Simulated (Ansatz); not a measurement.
# Y2C(OH)2 MXene monolayer in a perpendicular field, part 2 of 2

Aim: how the Y2C(OH)2 MXene monolayer screens a field along its normal, and what the field does to its bands. A positive field points along +c.

Ansatz 0.2.0; plane-wave DFT, PBE-D3(BJ), Ansatz PAW.

So far. Step 2 (Relaxation): The lattice constant a goes from 3.478 to 3.565 Å.

### 3. Atoms held, field 0

A sawtooth potential applies the field, turning back in the middle of the vacuum. With the dipole correction the typed value is the field outside the slab. The induced dipole is small, so the SCF threshold is tight.

The cell differs from the one that the last finished run ended in (c 45.423 → 25.280 Å).

Input file input.yaml:

```yaml
crystal:
  lattice:
    - [3.5647685894, 0.0, 0.0]
    - [-1.7823842947, 3.087180157, 0.0]
    - [0.0, 0.0, 25.2797849633]
  atoms:
    - { symbol: H, position: [0.3333333333, 0.6666666667, 0.3560156866] }
    - { symbol: O, position: [0.3333333333, 0.6666666667, 0.3943184771] }
    - { symbol: "Y", position: [0.6666666667, 0.3333333333, 0.4457177078] }
    - { symbol: C, position: [0.0, 0.0, 0.5] }
    - { symbol: "Y", position: [0.3333333333, 0.6666666667, 0.5542822922] }
    - { symbol: O, position: [0.6666666667, 0.3333333333, 0.6056815229] }
    - { symbol: H, position: [0.6666666667, 0.3333333333, 0.6439843134] }
kpoints:
  mp_grid: { grid: [18, 18, 1] }
  band_path:
    path: [[0, 0, 0], [0.5, 0, 0], [0.33333333, 0.33333333, 0], [0, 0, 0]]
    npoints: 16
hamiltonian:
  xc: pbe
  dispersion: d3bj
scf:
  occupations: { method: fermi_dirac, width: 0.02585 }
  convergence: { dr2_threshold: 1.0e-10 }
efield:
  axis: 3
  dipole_correction: true
  ramp_position: 0.97
  ramp_width: 0.06
  amplitude: 0
output:
  dos: { projected: true, e_range: [-6, 5] }
  write_potential: true
  write_density: true
  volumetric_format: npy
  elf: true
```

The run is started by

```console
> ansatz run input.yaml --threads 2 --pin off --max-ram 3072MiB --backend cpu --events-out ev --progress --plain --runs-dir out
```

Numbers of over 12 decimals in the logs are rounded to 6 here.

Output:

```text
[...]
Crystal: 7 atoms, lattice volume = 278.206 Å³
Basis set: ecut = 420 eV, 5371 PW (Γ)
Bands: 27, of which v1, the nominal top of the filled ones, is band 20 counted from 1 (19 counted from 0)
Symmetry: 6 space group operations
k-points: 37 of 324 (time reversal used)
[...]
SCF iter   1: F=—  HF=-9121.023849 eV  |F-HF|=—  |Δ(HF+E_count)|=         —  Δρ=2.20e-3  dr2=2.62e-2  ethr=1.77e-3  p=0.000 e·Å  D=4.76e-14 V/Å  ΔV_dip=-0.00 eV  dr2_dipole=3.39e-9  V_vac-E_F(+/−)=1.82/1.82 eV  ⟨swp⟩=6.5  Hψ=4705  notcnv=0  defer=3
efield: sawtooth ramp at fractional position 0.9700 (set: `efield.ramp_position`, or a place that a band, a saddle search or an elastic batch's reference lends), width 0.0600; the density the first Hamiltonian is built on has a dipole p = 0.000 e·Å; the dipole correction subtracts the counter field D = 4.76e-14 V/Å, which shifts the + side's vacuum level by -0.00 eV against the − side's; the planar-averaged density in the ramp window peaks in size at 6.5e-6 e/Å³
[...]
SCF iter   2: F=—  HF=-9121.021641 eV  |F-HF|=—  |Δ(HF+E_count)|=   2.21e-3  Δρ=1.60e-3  dr2=1.08e-2  ethr=6.55e-5  p=-0.000 e·Å  D=-3.32e-5 V/Å  ΔV_dip=0.00 eV  dr2_dipole=7.80e-8  V_vac-E_F(+/−)=1.44/1.44 eV  ⟨swp⟩=3.4  Hψ=2071  notcnv=0  defer=71
[...]
SCF iter  13: F=-9121.020246 eV  HF=-9121.020246 eV  |F-HF|=1.64e-11  |Δ(HF+E_count)|=  4.55e-11  Δρ=8.32e-8  dr2=3.50e-11  ethr=1.00e-12  p=-0.000 e·Å  D=-8.69e-10 V/Å  ΔV_dip=0.00 eV  dr2_dipole=1.59e-14  V_vac-E_F(+/−)=1.39/1.39 eV  ⟨swp⟩=1.0  Hψ=2374  notcnv=0
SCF 1 converged in 13 iterations: F = -9121.020246 eV  dr2 = 3.50e-11
[...]
NSCF: frozen V_eff on 49 k-points
efield: sawtooth ramp at fractional position 0.9700 (kept from the solve that this one continues, or follows in the run), width 0.0600; the density the first Hamiltonian is built on has a dipole p = -0.000 e·Å; the dipole correction subtracts the counter field D = -8.69e-10 V/Å, which shifts the + side's vacuum level by +0.00 eV against the − side's; the planar-averaged density in the ramp window peaks in size at 7.0e-7 e/Å³
[...]
SCF converged after 13 iterations
Free energy (F): -9121.020246 eV
[...]
Internal energy: -9121.020245 eV  (E = F + TS)
E sigma→0 (E₀):  -9121.020245 eV
Entropy (-TS):   -0.000001 eV (-0.000 meV/atom)
Fermi energy:    1.896123 eV
Dipole field:    D = 0.000000 V/Å  (p = 0.000000 e·Å, saw-weighted, corrected)
Work function:   Φ+ = 1.3873 eV   Φ− = 1.3873 eV
Levels:          The Fermi level and band energies are counted from a zero that moves with the ramp; work functions are not
[...]
--- Band table (eV; the first three rows and the last of 37) ---
  k-point 0: bands = [... 16 lower, -2.5070, -0.0823, 1.6405, 1.6405, 2.1049, 2.2410, 3.3130, 3.7362, ... 3 higher]
  k-point 1: bands = [... 16 lower, -2.5075, -0.0237, 1.5014, 1.6258, 2.1920, 2.2750, 3.3649, 3.7794, ... 3 higher]
  k-point 2: bands = [... 16 lower, -2.5094, 0.1287, 1.2132, 1.5889, 2.3579, 2.3915, 3.5152, 3.9109, ... 3 higher]
  k-point 36: bands = [... 16 lower, -2.8195, 0.3916, 0.3916, 1.0353, 4.9248, 5.2537, 5.2537, 6.1239, ... 3 higher]
```

Elapsed: 23 s, on 2 threads of Arm Neoverse V2, shared host; peak memory 0.64 GiB.

In the SCF lines HF is the Harris–Foulkes energy and dr2 the Hartree energy of the density residual, in eV; the loop may stop once dr2 is under the threshold and the program's other checks hold. Hψ counts applications of the Hamiltonian.

Numbers from this step:

```
dipole along the normal            : 2.20e-7 e·Å
gap along the path                 : 0.4645 eV
smallest direct gap along the path : 0.4645 eV
ionisation energy, upper face      : 1.643 eV
electron affinity, upper face      : 1.179 eV
gap, the smaller of path and mesh  : 0.4645 eV
```

Running mean over a fixed 2.7 Å (it still follows the layers) of the planar mean; the ramp of the sawtooth is left out. The electron's electrostatic potential energy less the Fermi level by z:

```tsv
z (Å)	electron's electrostatic potential energy less the Fermi level (eV)
3.5	1.39
4.0	1.39
4.5	1.39
5.0	1.39
5.5	1.38
6.0	1.38
6.5	1.37
7.0	1.34
7.5	1.19
8.0	0.898
8.5	0.309
9.0	-0.825
9.5	-2.40
10.0	-4.85
10.5	-6.78
11.0	-7.56
11.5	-7.73
12.0	-7.45
12.5	-7.15
13.0	-7.25
13.5	-7.62
14.0	-7.70
14.5	-7.35
15.0	-6.08
15.5	-3.72
16.0	-1.59
16.5	-0.300
17.0	0.673
17.5	1.00
18.0	1.29
18.5	1.36
19.0	1.38
19.5	1.38
20.0	1.39
20.5	1.39
21.0	1.39
21.5	1.39
22.0	1.39
```

The density of states has structure finer than the step of the table below, so its rows give means over 0.25 eV, whole bins alone (the curve runs from -6 to 2.19 eV). Peaks (eV: height): -5.040: 14.4, -4.460: 53.2, -1.670: 9.21, -0.870: 16.7.

Density of states against energy, zero at the Fermi level of the run, which the smearing sets inside the gap; means over each step:

energy (eV), density of states (states/eV a cell) and a bar:
```
    -5.50        0.0 
    -5.25        1.9 ###
    -5.00        8.4 ##############
    -4.75        3.9 #######
    -4.50       17.5 ##############################
    -4.25        0.2 
    -4.00        0.0 
    -3.75        0.0 
    -3.50        0.0 
    -3.25        0.0 
    -3.00        0.0 
    -2.75        0.0 
    -2.50        0.0 
    -2.25        0.0 
    -2.00        0.1 
    -1.75        5.1 #########
    -1.50        2.8 #####
    -1.25        2.5 ####
    -1.00        6.2 ###########
    -0.75        3.4 ######
    -0.50        3.4 ######
    -0.25        0.8 #
     0.00        0.0 
     0.25        0.2 
     0.50        1.1 ##
     0.75        1.8 ###
     1.00        2.0 ###
     1.25        2.1 ####
     1.50        2.2 ####
     1.75        2.8 #####
     2.00        3.2 ######
```

Projected DOS per atom over height of the atomic layer and energy from the Fermi level. Layers: H O Y C Y O H from below.

Ten even steps from '_' (0.0 states/eV) to '@' (3.5 states/eV), each cell a mean:
```
____..__..____
____..__..____
____..__..____
____..__..____
______________
______________
______..______
____..==..____
____::@@::____
____..--..____
____::**::____
______________
______________
______________
______________
______________
______________
__@@______@@__
__##______##__
__%%..__..%%__
______________
______________
```
Columns: height of the atomic layer (Å) from 9 to 16.3 (not evenly spaced); rows upwards: energy from the Fermi level (eV) from -5.96 to 2.14.

Electronic bands along the path, in eV, zero at the Fermi level of the run, which the smearing sets inside the gap:

```tsv
point	band 17	band 18	band 19	band 20	band 21	band 22	band 23	band 24
Γ	-4.40	-1.98	-0.26	-0.26	0.21	0.34	1.42	1.84
halfway	-4.42	-1.44	-1.25	-0.40	1.13	1.19	1.47	2.40
M	-4.44	-1.85	-0.88	-0.40	0.59	3.34	3.38	3.87
halfway	-4.52	-1.75	-1.02	-0.87	1.59	3.54	3.56	4.04
K	-4.72	-1.50	-1.50	-0.86	3.03	3.36	3.36	4.23
halfway	-4.39	-1.46	-1.16	-0.74	1.40	1.48	2.17	2.46
Γ	-4.40	-1.98	-0.26	-0.26	0.21	0.34	1.42	1.84
```

ELF in the ca plane at fractional y = 0.333, with atoms of Y and O and H within 0.2 Å of it. It is the smooth field of the valence electrons, not physical close to the nuclei.

Ten even steps from '0' (0.00) to '9' (0.98), each cell a mean:
```
00000000000000000011103664124310026764321000
00000000000000000000038888511210168877874100
00000000000000000000058658710110376369996200
00000000000000000000048778611110277678985100
00000000000000000000016886313210048876542000
00000000000000000012311221245310013542110000
00000000000000001124651013676312210000000000
00000000000000001134662014776323310000000000
00000000000000000123430011466311101221000000
```
Columns run along c (16.0 Å, from fractional 0.10 to 0.74 of the cell), rows up along a (3.6 Å). Atoms in or near the plane, at fractional coordinates: Y at (0.45, 0.67), O at (0.61, 0.67), H at (0.64, 0.67).

Electrostatic potential energy in the ca plane at fractional y = 0.333, with atoms of Y and O and H within 0.2 Å of it. With pseudopotentials it is smooth inside the atoms' cores, unlike the true potential.

Ten even steps from '0' (-45 eV) to '9' (4 eV), each cell a mean:
```
99999999999999999999999997545799999999999999
99999999999999999999999984000489999996347789
99999999999999999999999972000179999982001059
99999999999999999999999973000279999983014379
99999999999999999999999986212689999998779999
99999999999999999999999998777899998889999999
99999999999999999999999999999999987788999999
99999999999999999999999999999999987778999999
99999999999999999999999999889999988889999999
```
Columns run along c (16.0 Å, from fractional 0.06 to 0.69 of the cell; values clipped at the 3rd and 97th percentile), rows up along a (3.6 Å). Atoms in or near the plane, at fractional coordinates: Y at (0.45, 0.67), O at (0.61, 0.67), H at (0.64, 0.67).

Valence density in the ca plane at fractional y = 0.333, with atoms of Y and O and H within 0.2 Å of it. It is the smooth field of the valence electrons, not physical close to the nuclei.

Values in e/Å³, 5 rows by 16 columns, each cell a mean:
```
0.0 0.0 0.0 0.0 0.0 0.0 0.3 1.6 0.4 0.1 0.2 1.2 0.3 0.0 0.0 0.0
0.0 0.0 0.0 0.0 0.0 0.0 0.8 3.4 0.9 0.1 0.5 5.0 1.4 0.0 0.0 0.0
0.0 0.0 0.0 0.0 0.0 0.0 0.3 1.8 0.4 0.1 0.2 1.4 0.3 0.0 0.0 0.0
0.0 0.0 0.0 0.0 0.0 0.1 0.2 0.2 0.3 0.3 0.3 0.1 0.0 0.0 0.0 0.0
0.0 0.0 0.0 0.0 0.0 0.1 0.2 0.1 0.3 0.3 0.3 0.1 0.0 0.0 0.0 0.0
```
Columns run along c (16.0 Å, from fractional 0.16 to 0.79 of the cell), rows up along a (3.6 Å). Atoms in or near the plane, at fractional coordinates: Y at (0.45, 0.67), O at (0.61, 0.67), H at (0.64, 0.67).

The gap is 0.46 eV, with the valence edge 1.64 eV and the conduction edge 1.18 eV under the upper vacuum level.

### 4. Single point, field 0.1 V/Å

input.yaml, as its differences from that of step 3:

```diff
@@ -29,5 +29,4 @@
   ramp_width: 0.06
-  amplitude: 0
+  amplitude: 0.1
 output:
-  dos: { projected: true, e_range: [-6, 5] }
   write_potential: true
@@ -35,2 +34 @@
   volumetric_format: npy
-  elf: true
```

Output:

```text
[...]
Crystal: 7 atoms, lattice volume = 278.206 Å³
Basis set: ecut = 420 eV, 5371 PW (Γ)
Bands: 27, of which v1, the nominal top of the filled ones, is band 20 counted from 1 (19 counted from 0)
Symmetry: 6 space group operations
k-points: 37 of 324 (time reversal used)
[...]
k-point 0: bands = [... 16 lower, -2.5051, -0.0912, 1.6313, 1.6313, 1.9618, 2.3510, 2.9938, 3.9505, ... 3 higher]
  k-point 1: bands = [... 16 lower, -2.5052, -0.0326, 1.4907, 1.6166, 2.0325, 2.4029, 3.0439, 3.9936, ... 3 higher]
  k-point 2: bands = [... 16 lower, -2.5060, 0.1199, 1.2033, 1.5797, 2.1766, 2.5407, 3.1903, 4.1137, ... 3 higher]
  k-point 36: bands = [... 16 lower, -2.7967, 0.3822, 0.3824, 1.0263, 4.9165, 5.2272, 5.2597, 6.0775, ... 3 higher]
[key lines of the parts left out:]
SCF converged after 17 iterations
Free energy (F): -9121.022557 eV
Fermi energy:    1.818237 eV
Dipole field:    D = 0.030203 V/Å  (p = 0.046436 e·Å, saw-weighted, corrected)
```

Elapsed: 30 s, on 2 threads; peak memory 0.63 GiB.

The dipole is 0.0464 e·Å, and the gap 0.331 eV.

### 5. Single point, field -0.1 V/Å

input.yaml, as its differences from that of step 4:

```diff
@@ -29,3 +29,3 @@
   ramp_width: 0.06
-  amplitude: 0.1
+  amplitude: -0.1
 output:
```

Output:

```text
[...]
Crystal: 7 atoms, lattice volume = 278.206 Å³
Basis set: ecut = 420 eV, 5371 PW (Γ)
Bands: 27, of which v1, the nominal top of the filled ones, is band 20 counted from 1 (19 counted from 0)
Symmetry: 6 space group operations
k-points: 37 of 324 (time reversal used)
[...]
k-point 0: bands = [... 16 lower, -2.5051, -0.0912, 1.6313, 1.6313, 1.9618, 2.3510, 2.9938, 3.9505, ... 3 higher]
  k-point 1: bands = [... 16 lower, -2.5052, -0.0326, 1.4907, 1.6166, 2.0325, 2.4029, 3.0439, 3.9936, ... 3 higher]
  k-point 2: bands = [... 16 lower, -2.5060, 0.1199, 1.2033, 1.5797, 2.1766, 2.5407, 3.1903, 4.1138, ... 3 higher]
  k-point 36: bands = [... 16 lower, -2.7967, 0.3822, 0.3824, 1.0263, 4.9165, 5.2272, 5.2597, 6.0775, ... 3 higher]
[key lines of the parts left out:]
SCF converged after 17 iterations
Free energy (F): -9121.022557 eV
Fermi energy:    1.818235 eV
Dipole field:    D = -0.030203 V/Å  (p = -0.046436 e·Å, saw-weighted, corrected)
```

It took 30 s on 2 threads; peak memory 0.63 GiB.

The dipole is -0.0464 e·Å, and the gap 0.331 eV.

### 6. Response, atoms held

This step: plane-wave DFT, PBE-D3(BJ), Ansatz PAW; response to a field along the normal, atoms held (Ansatz 0.2.0).

The dipoles give the slope, and the difference of two potentials shows where the field is screened.

This step gave:

```
equivalent conductor thickness p/(ε₀AE) : 7.635 Å
distance between the outer atoms        : 7.280 Å
```

Dipole of the cell against applied field:

```tsv
applied field (V/Å)	dipole of the cell (e·Å)
-0.1000	-0.0464
0.0000	2.2e-7
0.1000	0.0464
```

Local field over the applied field, running mean. From the potentials at -0.1 and 0.1 V/Å; running mean over 2.5 Å. Local field over applied field against z:

z (Å), local field over applied field and a bar:
```
      4.5      0.993 ##############################
      5.0      0.987 ##############################
      5.5      0.978 #############################
      6.0      0.962 #############################
      6.5      0.935 ############################
      7.0      0.890 ###########################
      7.5      0.812 ########################
      8.0      0.693 #####################
      8.5      0.553 ################
      9.0      0.413 ############
      9.5      0.296 ########
     10.0      0.213 ######
     10.5      0.158 ####
     11.0      0.118 ###
     11.5      0.085 ##
     12.0      0.049 #
     12.5      0.022 
     13.0      0.031 
     13.5      0.066 #
     14.0      0.098 ##
     14.5      0.135 ####
     15.0      0.180 #####
     15.5      0.246 #######
     16.0      0.343 ##########
     16.5      0.474 ##############
     17.0      0.615 ##################
     17.5      0.750 ######################
     18.0      0.851 ##########################
     18.5      0.913 ###########################
     19.0      0.949 #############################
     19.5      0.970 #############################
     20.0      0.982 ##############################
     20.5      0.990 ##############################
     21.0      0.994 ##############################
```

The induced electron density oscillates, so the rows of the table below give means over windows of 0.5 Å about each position, cut where the curve ends. Its maxima inside the range that stand out by 2 % of the span (Å: e/Å³ per V/Å): 8.85: 0.00282, 9.97: 0.00116, 11.24: 0.00128, 12.78: 6.3e-5, 14.89: 8.9e-4, 15.59: -2.2e-4. Its minima: 9.69: 2.2e-4, 10.39: -8.9e-4, 12.50: -6.3e-5, 14.04: -0.00128, 15.31: -0.00116, 16.43: -0.00282.

Electrons, planar mean, per unit field. Table of induced electron density by z; means over each step:

```tsv
z (Å)	induced electron density (e/Å³ per V/Å)
4.5	3.5e-5
5.0	6.1e-5
5.5	1.0e-4
6.0	1.8e-4
6.5	2.9e-4
7.0	4.9e-4
7.5	8.3e-4
8.0	0.00145
8.5	0.00238
9.0	0.00239
9.5	6.9e-4
10.0	5.6e-4
10.5	-5.8e-4
11.0	7.1e-4
11.5	0.00105
12.0	4.5e-4
12.5	-2.9e-8
13.0	-1.2e-4
13.5	-7.1e-4
14.0	-0.00114
14.5	-7.2e-5
15.0	3.2e-4
15.5	-6.2e-4
16.0	-0.00142
16.5	-0.00267
17.0	-0.00196
17.5	-0.00113
18.0	-6.6e-4
18.5	-3.9e-4
19.0	-2.3e-4
19.5	-1.4e-4
20.0	-8.2e-5
20.5	-4.8e-5
21.0	-2.8e-5
```

The smaller of the gaps on the path and on the k-mesh, counted as 0 under 0.03 eV. The gap by applied field:

```tsv
applied field (V/Å)	gap (eV)
-0.1000	0.331
0.0000	0.465
0.1000	0.331
```

By hand: between -0.1 and 0.1 V/Å the dipole changes by 0.09287 e·Å, a slope of 0.4644 e·Å²/V. A perfect conductor of thickness t has p = ε₀AEt, so t = 180.95 × 0.4644 / 11.005 = 7.64 Å (e/ε₀ = 180.95 V·Å, A in Å²).

The induced dipole is that of a conductor 7.64 Å thick.

### 7. Summary of results

```
gap without field                          : 0.464 eV
ionisation energy, upper face              : 1.64 eV
electron affinity, upper face              : 1.18 eV
equivalent conductor thickness, atoms held : 7.64 Å
```

What this shows: The induced dipole equals that of a perfect conductor 7.64 Å thick, while the outer atoms lie 7.28 Å apart; an out-of-plane ε follows only once a thickness t is chosen, by 1 − 1/ε = 7.64 Å / t. The gap goes from 0.46 eV to 0.33 eV at -0.1 V/Å. With the field reversed the gap is 0.33 eV at 0.1 V/Å. Semilocal functionals give gaps that are too small, and excitons are not included. Spin-orbit coupling is left out. The MXene's terminations sit over the metal atoms of its far layer; the site over carbon or nitrogen, which some compounds prefer, was not run.

[Logs are printed without paths, hosts, clocks, repeated set-up lines and the standing remarks that a program may print on its own settings, such as how far it seeks lower states.]

[Hosts, paths, dates, database ids (printed as entryN), source tags and the programs' standing remarks are cut or masked in the printed files.]

[Maps of the electrostatic potential energy from Ansatz leave out the sawtooth potential of an applied field or a dipole correction, so their vacuum need not be flat; planar profiles and work functions include it.]

[The density of states shown here was stored with 400 of the rows of the run's finer table, so its peaks can read low, often by over a quarter, or be missed, and its means over a window can be off by a tenth or more.]
